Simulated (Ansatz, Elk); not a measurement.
# SrAl4Si2Rh: X-ray structure factors from the self-consistent density

The structure of SrAl4Si2Rh used here is made up (a known structure type with other elements) and was relaxed beforehand with r2SCAN. The aim is the Fourier transform of its all-electron density, F(hkl), set beside the sum over free spherical atoms that refinements use.

Method: DFT, PBE, all-electron APW+lo, Dirac cores, scalar-relativistic bands, static density, no spin, in Elk 11.2.3 (patched build).

This account leaves out most program logs.

The structure was built from a prototype and need not be the compound's stable phase.

## (1) Starting point

The structure is tetragonal, space group P4/mmm (No. 123). Conventional cell: a = 4.210 Å, b = 4.210 Å, c = 8.290 Å, α = 90.00°, β = 90.00°, γ = 90.00°. Nearest to Rh lie 8 Al at 2.51 Å. Sr has 8 Si at 3.21 Å and 8 Al at 3.48 Å nearest. Si has 1 Si at 2.40 Å and 4 Al at 2.63 Å and 4 Sr at 3.21 Å nearest. Nearest to Al lie 2 Rh at 2.51 Å and 2 Si at 2.63 Å and 5 Al at 2.75 to 2.98 Å and 2 Sr at 3.48 Å. Farther neighbours are not listed.

Coordinates:

```cif
data_structure
_symmetry_space_group_name_H-M 'P4/mmm'
_symmetry_Int_Tables_number 123
_cell_length_a 4.2100
_cell_length_b 4.2100
_cell_length_c 8.2903
_cell_angle_alpha 90.000
_cell_angle_beta 90.000
_cell_angle_gamma 90.000
_cell_volume 146.94
loop_
_atom_site_label
_atom_site_type_symbol
_atom_site_symmetry_multiplicity
_atom_site_Wyckoff_symbol
_atom_site_fract_x
_atom_site_fract_y
_atom_site_fract_z
_atom_site_occupancy
Rh1 Rh 1 a 0.00000 0.00000 0.00000 1
Sr1 Sr 1 b 0.00000 0.00000 0.50000 1
Si1 Si 2 h 0.50000 0.50000 0.64481 1
Al1 Al 4 i 0.50000 0.00000 0.83431 1
```

## (2) Ground state and structure factors

An all-electron density is needed, since X-rays see the cores too. Task 0 finds the density and task 195 Fourier-transforms it; tshift is off so that phases refer to the origin typed.

File elk.in:

```
tasks
  0
  195

xctype
  20

spinpol
  .false.

rgkmax
  7.0

gmaxvr
  14.0

lmaxo
  7

lmaxapw
  8

swidth
  0.002

tshift
  .false.

ramdisk
  .false.

hmaxvr
  5.5

maxscl
  120

epspot
  1e-06

sppath
  './'

avec
  7.95581191330 -0.00000000000 0.00000000000
  -0.00000000000 7.95581191330 0.00000000000
  0.00000000000 0.00000000000 15.66634666816

atoms
  4
  'Rh.in'
  1
  0.0000000000 -0.0000000000 -0.0000000000   0.000000 0.000000 0.000000
  'Sr.in'
  1
  -0.0000000000 -0.0000000000 0.5000000000   0.000000 0.000000 0.000000
  'Si.in'
  2
  0.5000000000 0.5000000000 0.6448112353   0.000000 0.000000 0.000000
  0.5000000000 0.5000000000 0.3551887647   0.000000 0.000000 0.000000
  'Al.in'
  4
  0.5000000000 0.0000000000 0.8343060851   0.000000 0.000000 0.000000
  -0.0000000000 0.5000000000 0.8343060851   0.000000 0.000000 0.000000
  0.5000000000 0.0000000000 0.1656939149   0.000000 0.000000 0.000000
  -0.0000000000 0.5000000000 0.1656939149   0.000000 0.000000 0.000000

ngridk
  5 5 3
```

On the command line:

```sh
> OMP_NUM_THREADS=4 elk
```

Elapsed: 45 s, on 4 threads of Arm Neoverse V2, shared host; peak memory 0.23 GiB; 99 s of CPU time.

SFACRHO.OUT:

```text

h k l indices transformed by vhmat matrix:
   1.000000000       0.000000000       0.000000000    
   0.000000000       1.000000000       0.000000000    
   0.000000000       0.000000000       1.000000000    

      h      k      l  multipl.   |H|            Re(F)            Im(F)           |F|

      0      0      0      1   0.0000000       163.00000      0.22983025E-16   163.00000    
      0      0     -1      2  0.40106257       15.817686     -0.10320916E-13   15.817686    
      1      0      0      4  0.78976041       51.193731      0.47557301E-14   51.193731    
      0      0     -2      2  0.80212515       47.552607      0.68806108E-14   47.552607    
      0     -1     -1      8  0.88576108       21.128526     -0.34403054E-14   21.128526    
     -1      1      0      4   1.1168899       51.198834      0.29286109E-15   51.198834    
     -1      0      2      8   1.1256670       74.338110     -0.10320916E-13   74.338110    
      1      1      1      8   1.1867157      -25.469287      0.17201527E-13   25.469287    
      0      0      3      2   1.2031877      -12.874662     -0.10939096E-13   12.874662    
     -1      1     -2      8   1.3750810       77.971633      0.43003818E-14   77.971633    
      0      1     -3      8   1.4392297      -11.726538     -0.23947751E-13   11.726538    
      0      2      0      4   1.5795208       114.12366     -0.86787680E-14   114.12366    
      0      0      4      2   1.6042503       28.401640     -0.68806108E-14   28.401640    
      0      2     -1      8   1.6296433       11.391050     -0.13761222E-13   11.391050    
     -1     -1     -3      8   1.6416771       55.078480     -0.45691556E-14   55.078480    
      2     -1      0      8   1.7659580       42.267250     -0.38650972E-14   42.267250    
     -2      0      2      8   1.7715222       39.227342     -0.15481374E-13   39.227342    
      0     -1     -4      8   1.7881109       73.929777      0.27522443E-13   73.929777
```

Elk indexes on the primitive cell of elk.in and gives |H| = 4π sin θ/λ in inverse bohr. Below, one row stands for each form hkl of the conventional cell (m members, Friedel mates merged), F is for one primitive cell and the density is static (no thermal factor). Free-atom factors are Waasmaier and Kirfel's, and R is Σm||F|−|F'||/Σm|F|.

```
hkl  m  sin θ/λ (Å⁻¹)  abs F, DFT  neutral atoms   diff.
001  2          0.060      15.818         15.823  -0.005
100  4          0.119      51.194         51.173  +0.021
002  2          0.121      47.553         47.514  +0.038
101  8          0.133      21.128         20.840  +0.289
110  4          0.168      51.199         51.200  -0.001
102  8          0.169      74.338         74.290  +0.049
111  8          0.178      25.469         25.226  +0.244
003  2          0.181      12.875         13.079  -0.204
112  8          0.207      77.972         78.422  -0.450
103  8          0.216      11.726         11.349  +0.377
200  4          0.237     114.124        114.927  -0.803
004  2          0.241      28.402         28.323  +0.078
201  8          0.245      11.391         11.722  -0.331
113  8          0.247      55.078         55.754  -0.676
```

## (3) The highest occupied states alone

An energy window below the Fermi level keeps the highest occupied states, to see at which angles they scatter; shallow core shells can lie inside it and anion s states outside. No new self-consistency is needed.

Changes to elk.in since step 2:

```diff
@@ -1,3 +1,2 @@
 tasks
-  0
   195
@@ -40,2 +39,5 @@
 
+wsfac
+  -0.095620 0.571870
+
 sppath
```

On the command line:

```sh
> OMP_NUM_THREADS=4 elk
```

Wall time 24 s (4 threads); peak memory 0.19 GiB.

States within 10 eV below the Fermi level hold 30.28 electrons; any levels below the window count with the cores, and a count that is not whole means the window cuts a band. Their amplitudes can exceed the total, where window and core parts have opposite phase:

```
hkl  sin θ/λ (Å⁻¹)  abs F, window  abs F, all
001          0.060          7.816      15.818
100          0.119          2.781      51.194
002          0.121          3.273      47.553
101          0.133          7.672      21.128
110          0.168          4.519      51.199
102          0.169          4.971      74.338
111          0.178          2.358      25.469
003          0.181          4.335      12.875
112          0.207          3.013      77.972
103          0.216          2.062      11.726
```

## (4) Another functional

The difference from free atoms is small, so it is set against the change that LDA (Perdew-Wang) makes.

Changes to elk.in since step 3:

```diff
@@ -1,2 +1,3 @@
 tasks
+  0
   195
@@ -4,3 +5,3 @@
 xctype
-  20
+  3
 
@@ -39,5 +40,2 @@
 
-wsfac
-  -0.095620 0.571870
-
 sppath
```

On the command line:

```sh
> OMP_NUM_THREADS=4 elk
```

Elapsed: 27 s, on 4 threads; peak memory 0.19 GiB.

Against the first run R = 0.09 %; the largest change is -0.086 at 313.

## (5) A coarser k-mesh

About half the k-points along each axis test the sampling.

Changes to elk.in since step 4:

```diff
@@ -5,3 +5,3 @@
 xctype
-  3
+  20
 
@@ -68,2 +68,2 @@
 ngridk
-  5 5 3
+  2 2 2
```

On the command line:

```sh
> OMP_NUM_THREADS=4 elk
```

The job ended after 39 s (4 threads; peak memory 0.24 GiB).

Against the first run R = 0.04 %; the largest change is -0.184 at 002.

## (6) Settings against the effect

```
              run  R against the first run (%)  R against neutral atoms, low angle (%)  wall time
    PBE, rgkmax 7                         0.00                                    0.66       45 s
LDA (Perdew-Wang)                         0.09                                    0.67       27 s
     k-mesh 2×2×2                         0.04                                    0.70       39 s
```

## (7) Outcome

```yaml
r_against_neutral_atoms_sin_theta_lambda_0p3_a_minus1: 0.66 %
r_against_neutral_atoms_0p3_to_0p67_a_minus1: 0.23 %
```

Independent neutral atoms miss the calculated amplitudes by R = 0.66 % below 0.3 Å⁻¹ and 0.23 % from there to 0.67 Å⁻¹; by shells, 0.50 % below 0.15 Å⁻¹ (4 forms), 0.67 % 0.15 to 0.3 (17 forms), 0.24 % 0.3 to 0.45 (33 forms), 0.23 % above 0.45 (95 forms). Bonding, aspherical density and the tables' own atoms all enter these figures, and the runs don't part them. The largest change of an amplitude is -0.80 electrons, at 200. The window's part falls from 30.3 electrons at the origin to at most 0.40 between 0.45 and 0.67 Å⁻¹. Below 0.3 Å⁻¹ the changes that finished (LDA (Perdew-Wang) and k-mesh 2×2×2) move F by R = 0.09 % at most, against the 0.66 % that separates it from free atoms. The basis has no finished test. These runs have no spin, though d or f shells may be open. Part of the difference isn't bonding: the tables are fits to free atoms and ions calculated by other methods than this functional. Thermal motion, anomalous dispersion and extinction are left out.

[Logs are printed without paths, hosts, clocks, repeated set-up lines and the standing remarks that a program may print on its own settings, such as how far it seeks lower states.]

[Hosts, paths, dates, database ids (printed as entryN), source tags and the programs' standing remarks are cut or masked in the printed files.]
